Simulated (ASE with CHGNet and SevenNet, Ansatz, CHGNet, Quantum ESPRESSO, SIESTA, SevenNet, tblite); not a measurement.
## Machine-learned potentials runs on random fluorite-type alloy of CaF2 and CdF2 (96 atoms)

How do the settings of machine-learned potentials change the result for random fluorite-type alloy of CaF2 and CdF2 (96 atoms)? A plane-wave run serves as the yardstick.

Method: the method is named at each step, in ASE with CHGNet and SevenNet.

### Step 1. Set-up

The cell holds 96 atoms: 28 Ca, 64 F and 4 Cd. Cell: a = 10.908 Å, b = 10.908 Å, c = 10.908 Å, α = 90.0°, β = 90.0°, γ = 90.0°. It derives from CaF2 (fluorite-type), repeated 2×2×2. Fluorite-type CaF2, 2 x 2 x 2 conventional cells, 4 of 32 Ca sites given to Cd at random (x = 0.125), lattice by Vegard's rule (a = 5.454 Å); every coordinate displaced by a Gaussian of 0.09 Å. Then every atom was moved at random, 0.03 Å r.m.s. a Cartesian component.

The yardstick, on the same geometry:

```
method                                           : Kohn-Sham DFT, PBE, PAW, plane waves (Ansatz 0.2.0); cutoff 420 eV, Γ point, fermi-dirac smearing of 0.05 eV; PAW set soft_2
r.m.s. force component                           : 0.7608 eV/Å
longest force                                    : 2.825 eV/Å
pressure                                         : 5.39 GPa
gap (highest filled to lowest empty level) : 4.523 eV
SCF cycles                                       : 8
time                                             : 26 s on 4 threads of Arm Neoverse V1, shared host
CPU time                                         : 97 s
```

### Step 2. CHGNet r2SCAN potential

Method: machine-learned interatomic potential CHGNet r2SCAN, trained on r2SCAN plane-wave data.

File run.py:

```python
import numpy as np
from ase.io import read
import mlip  # loads the published weights by name

atoms = read("structure.xyz")
atoms.calc = mlip.calc("chgnet-r2scan")
energy = atoms.get_potential_energy()
forces = atoms.get_forces()
print(f"energy {energy:.6f} eV")
print("forces (eV/A)")
for i, (a, f) in enumerate(zip(atoms, forces)):
    print(f"{i:4d} {a.symbol:2s} {f[0]:10.5f} {f[1]:10.5f} {f[2]:10.5f}")
stress = -atoms.get_stress(voigt=False) * 160.21766
print("stress (GPa, compression positive)")
for row in stress:
    print(" ".join(f"{x:10.4f}" for x in row))
```

File structure.xyz:

```xyz
96
Lattice="10.90780 0.00000 0.00000 0.00000 10.90780 0.00000 0.00000 0.00000 10.90780" Properties=species:S:1:pos:R:3 pbc="T T T"
Ca 10.84726 10.81737 10.84726
F 1.33642 1.35977 1.31210
F 3.99607 4.09119 4.06141
Ca 10.74135 2.62234 2.55112
F 1.55458 4.12446 4.15151
F 3.94306 1.36795 1.59657
Ca 2.71353 0.01353 2.62060
F 4.25208 1.38595 4.00654
F 1.28439 4.23594 1.46285
Ca 2.77756 2.70601 10.80428
F 3.99869 3.96379 1.32704
F 1.17946 1.22844 4.16972
Ca 0.07079 0.11453 5.41256
F 1.39467 1.35595 6.82436
F 3.94666 3.97731 9.61435
Ca 0.08421 2.58929 8.36563
F 1.21524 4.01571 9.55392
F 4.03687 1.27087 6.82981
Ca 2.75520 0.05628 8.21837
F 4.17049 1.30959 9.61664
F 1.48030 4.11944 6.76295
Ca 2.68605 2.79065 5.47375
F 4.05607 4.09457 6.81519
F 1.38464 1.26520 9.74634
Ca 10.90158 5.46481 10.89733
F 1.48368 6.84824 1.31864
F 3.99116 9.60792 4.17769
Ca 0.03741 8.12282 2.85566
F 1.32999 9.54847 3.89027
F 3.93172 6.68495 1.35039
Ca 2.67776 5.46503 2.69783
F 4.00731 6.83112 4.15958
F 1.37722 9.68864 1.29563
Ca 2.75007 8.22001 0.05498
F 4.05716 9.48586 1.28079
F 1.26105 7.07218 4.10330
Cd 0.03741 5.39794 5.39587
F 1.40929 6.77833 6.78258
F 4.09806 9.36555 9.58130
Cd 10.84159 8.08955 8.25197
F 1.42150 9.57770 9.38976
F 4.21652 6.95121 6.72433
Ca 2.66892 5.48215 8.11159
F 4.08628 6.92885 9.50146
F 1.47986 9.67620 6.71670
Ca 2.76545 8.22950 5.38245
F 4.10090 9.63671 6.90649
F 1.28363 6.66783 9.51847
Ca 5.44408 0.04025 10.89809
F 6.76589 1.33937 1.41987
F 9.47441 4.37097 4.06817
Ca 5.44790 2.64165 2.73306
F 6.75564 4.04799 4.10264
F 9.54225 1.34886 1.46077
Ca 8.10951 10.87377 2.63063
F 9.40285 1.33577 4.13471
[... 36 atom lines left out ...]
F 6.81847 9.69660 6.68288
Ca 8.18161 8.19787 5.32508
F 9.52327 9.50789 6.81738
F 6.83668 6.74658 9.57094
```

Started as:

```bash
$ OMP_NUM_THREADS=1 python run.py > output.txt
```

Output:

```text
CHGNet vr2scan initialized with 412,525 parameters
CHGNet will run on cpu
energy -855.236694 eV
forces (eV/A)
   0 Ca    0.48681    0.13709    0.14839
   1 F    -0.26437    0.33390    0.31752
   2 F     0.62583   -0.00848    0.19950
   3 Ca    1.20353    0.67456    0.87932
   4 F    -1.09742    0.10240   -0.11572
   5 F     0.66214    0.11510   -1.35840
   6 Ca   -0.49644   -0.24277    0.85684
   7 F    -1.01770   -0.24365    0.92753
   8 F    -0.25484   -0.48845   -0.22753
   9 Ca   -0.52537   -0.14423    1.04549
  10 F     0.43181    0.33948    0.06331
  11 F     1.14386    1.35513   -1.22044
  12 Ca   -1.17797   -1.46084    0.99456
  13 F    -0.04151    0.40069    0.41480
  14 F     0.71642    0.83241   -0.83490
  15 Ca   -0.40299    0.32153   -0.90478
  16 F     0.59951    0.14728    0.03587
  17 F     0.13428    0.67646   -0.10492
  18 Ca   -0.31183   -0.41029   -0.17472
  19 F    -0.14524   -0.07114   -0.16631
  20 F    -0.44293   -0.02998    0.34470
  21 Ca    0.29987   -0.61417   -0.36861
  22 F    -0.04200   -0.24974    0.35950
  23 F     0.12191    0.14260   -0.76253
[...]
88 F     0.32555   -0.33161   -0.40230
  89 F     0.36051   -0.19421    0.61134
  90 Ca   -0.12532   -0.45133   -0.60104
  91 F    -0.02298   -0.31274    0.06285
  92 F     0.10239   -0.87461    0.81507
  93 Ca    0.00530   -0.17127    0.78090
  94 F     0.19001   -0.03330    0.41027
  95 F    -0.08788    0.32928   -0.09514
stress (GPa, compression positive)
    1.7473     0.4984    -0.2295
    0.4984     1.7780    -0.5116
   -0.2295    -0.5116     1.5935
```

Run time: 5.2 s. Hardware: 1 thread of Arm Neoverse V1, shared host; peak memory 1.4 GiB.

Banners, paths, timers and routine set-up lines are dropped from the logs unmarked, and long logs keep their key lines alone; longer cuts are marked.

Numbers from this run, and their distance from the reference:

| Quantity | Value |
| --- | --- |
| r.m.s. force component | 0.5584 eV/Å |
| r.m.s. difference of force components | 208.9 meV/Å |
| longest difference of force vectors | 796.5 meV/Å |
| force difference over r.m.s. force | 27.46 % |
| slope of forces against the reference's | 0.7316 |
| correlation of force components | 0.9968 |
| pressure | 1.706 GPa |
| pressure difference | -3.684 GPa |

Length of the force difference by element (eV/Å):

```tsv
element	atoms	mean	most
Ca	28	0.42	0.78
Cd	4	0.48	0.80
F	64	0.27	0.62
```

Local excerpt of 11 atoms (numbers count through the whole input) about F45, which has 3 bonded neighbours where the commonest count for F is 4; x, y, z are measured from there.

```tsv
atom	x	y	z	distance (Å)	bonds	Fx	Fy	Fz (eV/Å)
F45	0.00	0.00	0.00	0.00	3	-0.21	-0.31	-0.05
Ca13	-1.41	1.35	-1.30	2.34	8	-1.18	-1.46	0.99
Ca46	1.29	-1.45	-1.33	2.35	8	-0.36	0.07	0.48
Ca19	1.28	1.29	1.50	2.35	8	-0.31	-0.41	-0.17
F14	-0.09	2.59	0.11	2.59	4	-0.04	0.40	0.41
F47	2.62	-0.04	0.19	2.63	4	0.02	-0.14	0.04
F41	-0.06	-0.10	2.67	2.68	4	-0.08	-0.40	0.35
Cd40	-1.55	-1.59	1.54	2.70	7	0.73	-0.06	-1.32
F29	-0.15	-0.13	-2.83	2.83	4	0.22	0.38	0.46
F95	-2.86	-0.17	0.10	2.87	4	0.19	-0.03	0.41
F38	-0.07	-2.90	0.07	2.90	4	-0.18	0.20	0.03
```

Atoms are counted from 1 here, from 0 in the log.

Forces lie 27 % from the reference's, at 0.049 times its CPU time (on 1 against 4 cores).

### Step 3. CHGNet 0.3.0 potential

Method: machine-learned interatomic potential CHGNet 0.3.0, trained on PBE(+U) plane-wave data.

Changes to run.py since step 2:

```diff
@@ -5,3 +5,3 @@
 atoms = read("structure.xyz")
-atoms.calc = mlip.calc("chgnet-r2scan")
+atoms.calc = mlip.calc("chgnet-0.3.0")
 energy = atoms.get_potential_energy()
```

structure.xyz is that of step 2.

Output:

```text
CHGNet v0.3.0 initialized with 412,525 parameters
CHGNet will run on cpu
energy -557.706116 eV
forces (eV/A)
   0 Ca    0.57394    0.06890    0.17584
   1 F    -0.33697    0.45489    0.43310
   2 F     0.81752   -0.03164    0.25486
   3 Ca    1.47267    0.89259    1.07501
   4 F    -1.27474    0.01827   -0.20828
   5 F     0.80591    0.11249   -1.69287
   6 Ca   -0.63169   -0.31657    1.04187
   7 F    -1.28570   -0.29159    1.16012
   8 F    -0.29030   -0.61656   -0.28104
   9 Ca   -0.61299   -0.10617    1.28517
  10 F     0.43546    0.34819    0.13065
  11 F     1.44193    1.66947   -1.50376
  12 Ca   -1.46890   -1.80972    1.24183
  13 F    -0.06638    0.50325    0.50061
  14 F     0.81765    0.93617   -1.06789
  15 Ca   -0.48757    0.45084   -1.14213
  16 F     0.74259    0.16290    0.03399
  17 F     0.17513    0.87076   -0.13752
  18 Ca   -0.42714   -0.53726   -0.19953
  19 F    -0.16285   -0.10916   -0.17900
  20 F    -0.49902   -0.12994    0.46934
  21 Ca    0.32036   -0.72120   -0.42903
  22 F    -0.01629   -0.33091    0.42170
  23 F     0.14673    0.18411   -0.95966
[...]
88 F     0.31842   -0.32029   -0.52153
  89 F     0.33588   -0.22366    0.75982
  90 Ca   -0.10673   -0.52694   -0.76841
  91 F    -0.06110   -0.54421    0.10208
  92 F     0.08573   -1.06815    0.99463
  93 Ca    0.03061   -0.26303    0.97529
  94 F     0.17593    0.04058    0.42634
  95 F    -0.07647    0.43732   -0.34901
stress (GPa, compression positive)
    5.4753     0.6171    -0.2917
    0.6171     5.5180    -0.6018
   -0.2917    -0.6018     5.2857
```

The job ended after 5.1 s (1 thread; peak memory 1.4 GiB).

Compared with the plane-wave run:

| Quantity | Value |
| --- | --- |
| r.m.s. force component | 0.6944 eV/Å |
| r.m.s. difference of force components | 92.79 meV/Å |
| longest difference of force vectors | 378.9 meV/Å |
| force difference over r.m.s. force | 12.2 % |
| slope of forces against the reference's | 0.9091 |
| correlation of force components | 0.996 |
| pressure | 5.426 GPa |
| pressure difference | 0.0359 GPa |

Against the first run (27 %), the force difference from the reference is 12 %, at 0.99 times the CPU time.

### Step 4. SevenNet l3i5 potential

Method: machine-learned interatomic potential SevenNet l3i5, trained on PBE(+U) plane-wave data.

Changes to run.py since step 3:

```diff
@@ -5,3 +5,3 @@
 atoms = read("structure.xyz")
-atoms.calc = mlip.calc("chgnet-0.3.0")
+atoms.calc = mlip.calc("7net-l3i5")
 energy = atoms.get_potential_energy()
```

structure.xyz is that of step 3.

Output:

```text
energy -528.447083 eV
forces (eV/A)
   0 Ca    0.72886    0.18466    0.23880
   1 F    -0.33571    0.42360    0.48107
   2 F     0.83290   -0.03233    0.26743
   3 Ca    1.64295    0.90853    1.13127
   4 F    -1.39401    0.05758   -0.17652
   5 F     0.90767    0.08593   -1.77120
   6 Ca   -0.70791   -0.28081    1.09714
   7 F    -1.32488   -0.30620    1.19064
   8 F    -0.28162   -0.60676   -0.25623
   9 Ca   -0.68763   -0.10816    1.41215
  10 F     0.53379    0.43615    0.12392
  11 F     1.46232    1.71165   -1.49991
  12 Ca   -1.55879   -1.92579    1.29484
  13 F    -0.06529    0.52038    0.52997
  14 F     0.94186    1.04881   -1.12973
  15 Ca   -0.53397    0.48954   -1.27381
  16 F     0.80270    0.20649    0.04136
  17 F     0.19202    0.93112   -0.11702
  18 Ca   -0.43656   -0.56233   -0.24014
  19 F    -0.17582   -0.09739   -0.20309
  20 F    -0.60644   -0.11844    0.45506
  21 Ca    0.39585   -0.80472   -0.47671
  22 F    -0.02656   -0.39918    0.46604
  23 F     0.15072    0.17456   -1.05204
[...]
88 F     0.43296   -0.43863   -0.48105
  89 F     0.41047   -0.19985    0.74154
  90 Ca   -0.15287   -0.72569   -0.91388
  91 F    -0.09118   -0.44302    0.14838
  92 F     0.12243   -1.16017    1.05803
  93 Ca    0.02255   -0.20859    1.03247
  94 F     0.19778   -0.03789    0.48988
  95 F    -0.13288    0.53943   -0.15944
stress (GPa, compression positive)
    5.5080     0.6625    -0.3276
    0.6625     5.5335    -0.6661
   -0.3276    -0.6661     5.3191
```

Run time: 12 s. Hardware: 1 thread; peak memory 1.7 GiB.

Against the reference:

| Property | Result |
| --- | --- |
| r.m.s. force component | 0.7467 eV/Å |
| r.m.s. difference of force components | 39.74 meV/Å |
| longest difference of force vectors | 178.2 meV/Å |
| force difference over r.m.s. force | 5.224 % |
| slope of forces against the reference's | 0.9803 |
| correlation of force components | 0.9988 |
| pressure | 5.454 GPa |
| pressure difference | 0.0631 GPa |

Against the first run (27 %), the force difference from the reference is 5.2 %, at 2.5 times the CPU time.

### Step 5. All runs compared

Differences are against the plane-wave reference, forces as r.m.s. over components; share is that over the reference's r.m.s. force, slope the least-squares factor from reference forces to these. Total energies of different programs have different zeros and aren't compared.

```tsv
run	Δ force, r.m.s. (meV/Å)	share (%)	slope	Δ pressure (GPa)	cores	CPU time	memory (GiB)
reference	-	-	-	-	4	97 s	1.9
CHGNet r2SCAN potential	209	27.5	0.732	-3.68	1	4.8 s	1.4
CHGNet 0.3.0 potential	92.8	12.2	0.909	0.0359	1	4.7 s	1.4
SevenNet l3i5 potential	39.7	5.22	0.980	0.0631	1	12 s	1.7
```

Times of the machine-learned potentials are mostly Python's start and the loading of weights.

CPU time is summed over cores on a shared host, where runs went side by side, so it is rough. Symmetry, cutoffs, thresholds, outputs and thread counts weren't matched or tuned between programs; memory under MPI is the largest rank's times the ranks.

### Step 6. Outcome

| Item | Value |
| --- | --- |
| nearest in forces | SevenNet l3i5 potential, 5.2 % |
| its CPU time | 12 s |

In words: Machine-learned potentials differ by 5.2 % (SevenNet l3i5 potential) to 27 % (CHGNet r2SCAN potential); they were trained on other programs' data, some at another functional. Machine-learned potentials mimic data converged in k, so the reference's own k-point error enters their differences. The host structure and its lattice constant were typed by rule, without a check against the phase diagram. The reference's pressure of 5.4 GPa belongs to a cell and atoms that aren't relaxed at this level. The electronic-structure runs sample only Γ, in a cell whose shortest periodic width is 11 Å.

[Also dropped from logs without a mark: logging warnings of Python, and SIESTA's first energy breakdown and zero terms.]

[Logs are printed without paths, hosts, clocks, repeated set-up lines and the standing remarks that a program may print on its own settings, such as how far it seeks lower states.]

[Hosts, paths, dates, database ids (printed as entryN), source tags and the programs' standing remarks are cut or masked in the printed files.]
